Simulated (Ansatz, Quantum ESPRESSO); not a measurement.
# In2O2, 1 layer in an electric field, part 2 of 6

How does In2O2, 1 layer respond to a gate-like field without added charge?

Quantum ESPRESSO 7.5; plane-wave DFT, vdW-DF-cx, GBRV ultrasoft pseudopotentials made under PBE; geometry and cross-check by Ansatz 0.2.0 with PAW datasets.

So far: Set-up; Geometry from Ansatz.

**3. SCF with pw.x: no field**

The zero-field run is the reference. tefield and dipfield are on already, so that all runs share k-points and boundary.

Level of this step: plane-wave DFT, vdW-DF-cx, GBRV ultrasoft pseudopotentials made under PBE (Quantum ESPRESSO 7.5). input_dft overrides the functional of the files.

The input, f0.in:

```
&control
  prefix = 'f0'
  outdir = './out'
  pseudo_dir = './pseudo'
  calculation = 'scf'
  tprnfor = .true.
  tefield = .true.
  dipfield = .true.
/
&system
  ibrav = 0
  nat = 4
  ntyp = 2
  ecutwfc = 40
  ecutrho = 200
  input_dft = 'vdw-df-cx'
  occupations = 'smearing'
  smearing = 'fd'
  degauss = 0.004
  edir = 3
  emaxpos = 0.97
  eopreg = 0.04
  eamp = 0.0
/
&electrons
  conv_thr = 1e-09
  mixing_beta = 0.4
  electron_maxstep = 120
  mixing_mode = 'plain'
/
ATOMIC_SPECIES
  O   15.9990  o_pbe_v1.2.uspp.F.UPF
  In  114.8180  in_pbe_v1.4.uspp.F.UPF
CELL_PARAMETERS angstrom
  3.44804118932824 0.00000000000000 0.00000000000000
  -1.72402059466412 2.98609126325336 0.00000000000000
  0.00000000000000 0.00000000000000 21.67363734690000
ATOMIC_POSITIONS crystal
  O   0.333333333333 0.666666666667 0.397671114817
  In  -0.000000000000 -0.000000000000 0.434061861208
  In  0.000000000000 -0.000000000000 0.565937940511
  O   0.333333333333 0.666666666667 0.602329083465
K_POINTS automatic
  12 12 1 0 0 0
```

Run with:

```console
> OMP_NUM_THREADS=1 mpirun -n 4 pw.x -nk 4 -in f0.in > f0.out
```

Output:

```text
Program PWSCF v.7.5 starts
[citation notice left out]

     Parallel version (MPI & OpenMP), running on       4 processor cores
     Number of MPI processes:                 4
     Threads/MPI process:                     1

     MPI processes distributed on     1 nodes
[...]
Current dimensions of program PWSCF are:
     Max number of different atomic species (ntypx) = 10
     Max number of k-points (npk) =  40000
     Max angular momentum in pseudopotentials (lmaxx) =  4
     Presently no symmetry can be used with electric field

     IMPORTANT: XC functional enforced from input :
     Exchange-correlation= VDW-DF-CX
                           (   1   4  27   0   1   0   0)
     Any further DFT definition will be discarded
     Please, verify this is what you really want

     K-points division:     npool     =       4
     Subspace diagonalization in iterative solution of the eigenvalue problem:
     a serial algorithm will be used

     G-vector sticks info
     --------------------
     sticks:   dense  smooth     PW     G-vecs:    dense   smooth      PW
     Sum         583     475    151                71963    51363    9785

     Using Slab Decomposition

     bravais-lattice index     =            0
     lattice parameter (alat)  =       6.5159  a.u.
     unit-cell volume          =    1505.9270 (a.u.)^3
     number of atoms/cell      =            4
     number of atomic types    =            2
     number of electrons       =        38.00
     number of Kohn-Sham states=           23
     kinetic-energy cutoff     =      40.0000  Ry
     charge density cutoff     =     200.0000  Ry
     scf convergence threshold =      1.0E-09
     mixing beta               =       0.4000
     number of iterations used =            8  plain     mixing
     Exchange-correlation= VDW-DF-CX
                           (   1   4  27   0   1   0   0)

     celldm(1)=   6.515854  celldm(2)=   0.000000  celldm(3)=   0.000000
     celldm(4)=   0.000000  celldm(5)=   0.000000  celldm(6)=   0.000000

     crystal axes: (cart. coord. in units of alat)
               a(1) = (   1.000000   0.000000   0.000000 )
               a(2) = (  -0.500000   0.866025   0.000000 )
               a(3) = (   0.000000   0.000000   6.285783 )

     reciprocal axes: (cart. coord. in units 2 pi/alat)
               b(1) = (  1.000000  0.577350 -0.000000 )
               b(2) = (  0.000000  1.154701  0.000000 )
               b(3) = (  0.000000 -0.000000  0.159089 )

     PseudoPot. # 1 for O  read from file:
     ./pseudo/o_pbe_v1.2.uspp.F.UPF
     Pseudo is Ultrasoft + core correction, Zval =  6.0
     Generated by new atomic code, or converted to UPF format
     Using radial grid of  737 points,  5 beta functions with:
                l(1) =   0
                l(2) =   0
                l(3) =   1
                l(4) =   1
                l(5) =   2
     Q(r) pseudized with  8 coefficients,  rinner =    0.900   0.900   0.900
                                                       0.900   0.900

     PseudoPot. # 2 for In read from file:
     ./pseudo/in_pbe_v1.4.uspp.F.UPF
     Pseudo is Ultrasoft + core correction, Zval = 13.0
     Generated by new atomic code, or converted to UPF format
     Using radial grid of  889 points,  6 beta functions with:
                l(1) =   0
                l(2) =   0
                l(3) =   1
                l(4) =   1
                l(5) =   2
                l(6) =   2
     Q(r) pseudized with  6 coefficients,  rinner =    1.400   1.400   1.400
                                                       1.400   1.400

     atomic species   valence    mass     pseudopotential
     O                 6.00    15.99900     O ( 1.00)
     In               13.00   114.81800     In( 1.00)

     No symmetry found

   Cartesian axes

     site n.     atom                  positions (alat units)
         1        O      tau(   1) = (  -0.0000000   0.5773503   2.4996742  )
         2        In     tau(   2) = (   0.0000000   0.0000000   2.7284185  )
         3        In     tau(   3) = (   0.0000000   0.0000000   3.5573629  )
         4        O      tau(   4) = (  -0.0000000   0.5773503   3.7861097  )

     number of k points=    74  Fermi-Dirac smearing, width (Ry)=  0.0040
                       cart. coord. in units 2pi/alat
        k(    1) = (   0.0000000   0.0000000   0.0000000), wk =   0.0138889
        k(    2) = (   0.0000000   0.0962250   0.0000000), wk =   0.0277778
        k(    3) = (   0.0000000   0.1924501   0.0000000), wk =   0.0277778
        k(    4) = (   0.0000000   0.2886751   0.0000000), wk =   0.0277778
        k(    5) = (   0.0000000   0.3849002   0.0000000), wk =   0.0277778
        k(    6) = (   0.0000000   0.4811252   0.0000000), wk =   0.0277778
        k(    7) = (   0.0000000  -0.5773503   0.0000000), wk =   0.0138889
        k(    8) = (   0.0833333   0.0481125   0.0000000), wk =   0.0277778
        k(    9) = (   0.0833333   0.1443376   0.0000000), wk =   0.0277778
        k(   10) = (   0.0833333   0.2405626   0.0000000), wk =   0.0277778
[...]
k(   74) = (  -0.5000000  -0.8660254   0.0000000), wk =   0.0138889

     Dense  grid:    71963 G-vectors     FFT dimensions: (  30,  30, 192)

     Smooth grid:    51363 G-vectors     FFT dimensions: (  27,  27, 180)

     Estimated max dynamical RAM per process >     150.05 MB

     Estimated total dynamical RAM >     547.50 MB

     Initial potential from superposition of free atoms

     starting charge      35.0000, renormalised to      38.0000

     negative rho (up, down):  4.969E-04 0.000E+00

     %%%%%%%%%%%%%%%%%%%%%%%%%%%%%%%%%%%%%%%%%%%%%%%%%%%%%%%%%%%%%%%%%%%%%%%%
     %                                                                      %
     % You are using vdW-DF, which was implemented by the Thonhauser group. %
     % Please cite the following two papers that made this development      %
     % possible and the two reviews that describe the various versions:     %
     %                                                                      %
     %   T. Thonhauser et al., PRL 115, 136402 (2015).                      %
     %   T. Thonhauser et al., PRB 76, 125112 (2007).                       %
     %   K. Berland et al., Rep. Prog. Phys. 78, 066501 (2015).             %
     %   D.C. Langreth et al., J. Phys.: Condens. Matter 21, 084203 (2009). %
     %                                                                      %
     % If you are calculating stress with vdW-DF, please also cite:         %
[...]
negative rho (up, down):  2.645E-04 0.000E+00

[...]
Dipole               -0.0004 Ry au,         -0.0009 Debye
[...]
total energy              =    -331.23733892 Ry
     estimated scf accuracy    <       0.07349541 Ry

     iteration #  3     ecut=    40.00 Ry     beta= 0.40
[...]
negative rho (up, down):  3.561E-04 0.000E+00

[...]
Dipole                0.0024 Ry au,          0.0060 Debye
[...]
total energy              =    -331.24279625 Ry
     estimated scf accuracy    <       0.01461889 Ry

     iteration #  4     ecut=    40.00 Ry     beta= 0.40
[...]
negative rho (up, down):  3.368E-04 0.000E+00

[...]
Dipole               -0.0075 Ry au,         -0.0192 Debye
[...]
total energy              =    -331.24349448 Ry
     estimated scf accuracy    <       0.00234656 Ry

     iteration #  5     ecut=    40.00 Ry     beta= 0.40
[...]
negative rho (up, down):  3.171E-04 0.000E+00

[...]
Dipole                0.0227 Ry au,          0.0577 Debye
[...]
total energy              =    -331.24361014 Ry
     estimated scf accuracy    <       0.00064289 Ry

     iteration #  6     ecut=    40.00 Ry     beta= 0.40
[...]
negative rho (up, down):  3.010E-04 0.000E+00

[...]
Dipole               -0.0003 Ry au,         -0.0007 Debye
[...]
total energy              =    -331.24356850 Ry
     estimated scf accuracy    <       0.00309065 Ry

     iteration #  7     ecut=    40.00 Ry     beta= 0.40
[...]
negative rho (up, down):  2.934E-04 0.000E+00

[...]
Dipole               -0.0001 Ry au,         -0.0003 Debye
[...]
total energy              =    -331.24380111 Ry
     estimated scf accuracy    <       0.00002382 Ry

     iteration #  8     ecut=    40.00 Ry     beta= 0.40
[...]
negative rho (up, down):  2.936E-04 0.000E+00

[...]
Dipole                0.0001 Ry au,          0.0001 Debye
[...]
total energy              =    -331.24380546 Ry
     estimated scf accuracy    <       0.00000365 Ry

     iteration #  9     ecut=    40.00 Ry     beta= 0.40
[...]
negative rho (up, down):  2.921E-04 0.000E+00

[...]
Dipole                0.0000 Ry au,          0.0000 Debye
[...]
total energy              =    -331.24380595 Ry
     estimated scf accuracy    <       0.00000029 Ry

     iteration # 10     ecut=    40.00 Ry     beta= 0.40
[...]
negative rho (up, down):  2.917E-04 0.000E+00

[...]
Dipole               -0.0000 Ry au,         -0.0001 Debye
[...]
total energy              =    -331.24380599 Ry
     estimated scf accuracy    <       0.00000007 Ry

     iteration # 11     ecut=    40.00 Ry     beta= 0.40
[...]
negative rho (up, down):  2.916E-04 0.000E+00

[...]
Dipole               -0.0000 Ry au,         -0.0000 Debye
[...]
total energy              =    -331.24380601 Ry
     estimated scf accuracy    <       0.00000001 Ry

     iteration # 12     ecut=    40.00 Ry     beta= 0.40
[...]
negative rho (up, down):  2.917E-04 0.000E+00

[...]
Dipole               -0.0000 Ry au,         -0.0000 Debye
[...]
End of self-consistent calculation

          k = 0.0000 0.0000 0.0000 (  6515 PWs)   bands (ev):

   -19.8064 -19.7860 -15.6834 -15.6834 -15.6398 -15.6398 -15.6129 -15.4178
   -15.4178 -15.2506 -15.2506 -15.1225  -7.9431  -5.0752  -3.8802  -3.8802
    -3.8469  -3.8469  -2.9210  -1.8465   1.0935   3.3156   3.4053

          k = 0.0000 0.0962 0.0000 (  6503 PWs)   bands (ev):

   -19.7953 -19.7761 -15.7096 -15.6658 -15.6207 -15.6200 -15.5541 -15.4230
   -15.4177 -15.2657 -15.2522 -15.0909  -7.8688  -5.1389  -4.1520  -4.0892
    -3.9421  -3.9042  -2.8053  -1.5071   1.3067   3.4128   3.5255

          k = 0.0000 0.1925 0.0000 (  6469 PWs)   bands (ev):

   -19.7669 -19.7506 -15.7221 -15.6214 -15.5688 -15.5613 -15.4879 -15.4132
   -15.3918 -15.2889 -15.2557 -15.0185  -7.6830  -5.4720  -4.6844  -4.3633
    -4.1109  -4.0599  -2.6303  -0.7982   1.8207   3.6972   3.8853

          k = 0.0000 0.2887 0.0000 (  6453 PWs)   bands (ev):

   -19.7332 -19.7200 -15.7100 -15.5754 -15.5033 -15.5002 -15.4857 -15.3904
   -15.2873 -15.2565 -15.2469 -14.9274  -7.5204  -6.0889  -5.1230  -4.3745
    -4.3403  -4.2709  -2.4928   0.0055   2.1378   3.5524   4.1288

          k = 0.0000 0.3849 0.0000 (  6416 PWs)   bands (ev):

   -19.7052 -19.6944 -15.6923 -15.5527 -15.5244 -15.4525 -15.4388 -15.3417
   -15.2478 -15.2224 -15.0667 -14.8279  -7.5771  -6.7180  -5.1898  -4.5689
    -4.4804  -4.2839  -2.4103   0.8061   1.3427   3.8054   4.2696

          k = 0.0000 0.4811 0.0000 (  6398 PWs)   bands (ev):

   -19.6885 -19.6788 -15.6847 -15.5480 -15.5322 -15.4551 -15.4040 -15.2926
   -15.2299 -15.1430 -14.9103 -14.7383  -7.7919  -7.1758  -4.9502  -4.7359
    -4.6330  -4.1964  -2.3969   0.4964   1.5293   3.6081   4.3915

[...]
the Fermi energy is    -1.9484 ev

!    total energy              =    -331.24380606 Ry
     estimated scf accuracy    <          3.7E-10 Ry
     smearing contrib. (-TS)   =      -0.00007453 Ry
     internal energy E=F+TS    =    -331.24373153 Ry

     The total energy is F=E-TS. E is the sum of the following terms:
     one-electron contribution =   -1842.56086914 Ry
     hartree contribution      =     937.35251570 Ry
     xc contribution           =     -89.77642557 Ry
     ewald contribution        =     663.74104748 Ry
     electric field correction =       0.00000000 Ry

     convergence has been achieved in  12 iterations

     negative rho (up, down):  2.917E-04 0.000E+00

     Forces acting on atoms (cartesian axes, Ry/au):

     atom    1 type  1   force =    -0.00000004   -0.00000003    0.00621311
     atom    2 type  2   force =     0.00000011    0.00000006    0.00139548
     atom    3 type  2   force =    -0.00000004   -0.00000001   -0.00138129
     atom    4 type  1   force =    -0.00000003   -0.00000001   -0.00622730

     Total force =     0.009013     Total SCF correction =     0.000077

[...]
=------------------------------------------------------------------------------=
   JOB DONE.
=------------------------------------------------------------------------------=
[...]
[key lines of the parts left out:]
Dipole field         -0.0000 Ry au,
```

It took 74 s on 4 MPI ranks of Arm Neoverse V2, shared host; peak memory 0.63 GiB; 4.9 min of CPU time.

Read from the output:

| Quantity | Value |
| --- | --- |
| free energy | -4506.8016 eV |
| energy at zero smearing | -4506.8011 eV |
| Fermi energy | -1.948 eV |
| dipole along the normal | 0 e·Å |
| valence top, on the run's zero | -2.190 eV |
| conduction bottom, on the run's zero | -1.846 eV |
| gap by band count | 0.3438 eV |

The program's own clock; routines nest. Time by routine:

| routine | wall time (s) | calls |
| --- | --- | --- |
| PWSCF | 73.72 | 1 |
| electrons | 57.33 | 1 |
| c_bands | 44.77 | 12 |
| cegterg | 40.61 | 228 |
| h_psi | 32.75 | 1085 |
| fftw | 31.2 | 33042 |
| vloc_psi | 28.31 | 1085 |
| v_of_rho | 17.4 | 13 |
| init_run | 15.5 | 1 |
| potinit | 13.7 | 1 |
| vdW_kernel | 13.34 | 1 |
| sum_band | 7.81 | 12 |
| calbec | 3.13 | 1389 |
| add_vuspsi | 2.23 | 1085 |

The run needed 12 iterations to bring the estimated error under 1e-09 Ry; the largest force on any atom, held or free, is 0.16 eV/Å.

**4. Potential by pp.x**

plot_num = 11 writes the bare and Hartree potential. It leaves out exchange and correlation, which fade slowly, so it flattens close to the surface.

The input, f0.pot.in:

```
&inputpp
  prefix = 'f0'
  outdir = './out'
  filplot = 'f0.pot.dat'
  plot_num = 11
/
```

Run with:

```console
> OMP_NUM_THREADS=1 mpirun -n 4 pp.x -in f0.pot.in > f0.pot.out
```

It took 14 s on 4 MPI ranks; peak memory 0.2 GiB; 57 s of CPU time.

Numbers from this step:

| Property | Result |
| --- | --- |
| slope of the potential above | 2.67e-5 eV/Å |
| upper vacuum line continued to the top atoms, over the valence top | 6.593 eV |
| slope of the potential below | -2.17e-5 eV/Å |
| lower vacuum line continued to the bottom atoms, over the valence top | 6.593 eV |
| vacuum level at the upper face over the valence top of the mesh | 6.593 eV |
| vacuum level at the lower face over the valence top of the mesh | 6.593 eV |

The vacuum is flat to 0.1 meV/Å, so its level is well defined. Inside the slab the curve depends on the local part of the pseudopotentials; only the vacuum level has a meaning of its own.

(Part 2 of 6 ends here.)

[Logs are printed without paths, hosts, clocks, repeated set-up lines and the standing remarks that a program may print on its own settings, such as how far it seeks lower states.]

[Hosts, paths, dates, database ids (printed as entryN), source tags and the programs' standing remarks are cut or masked in the printed files.]

[Maps of the electrostatic potential energy from Ansatz leave out the sawtooth potential of an applied field or a dipole correction, so their vacuum need not be flat; planar profiles and work functions include it.]
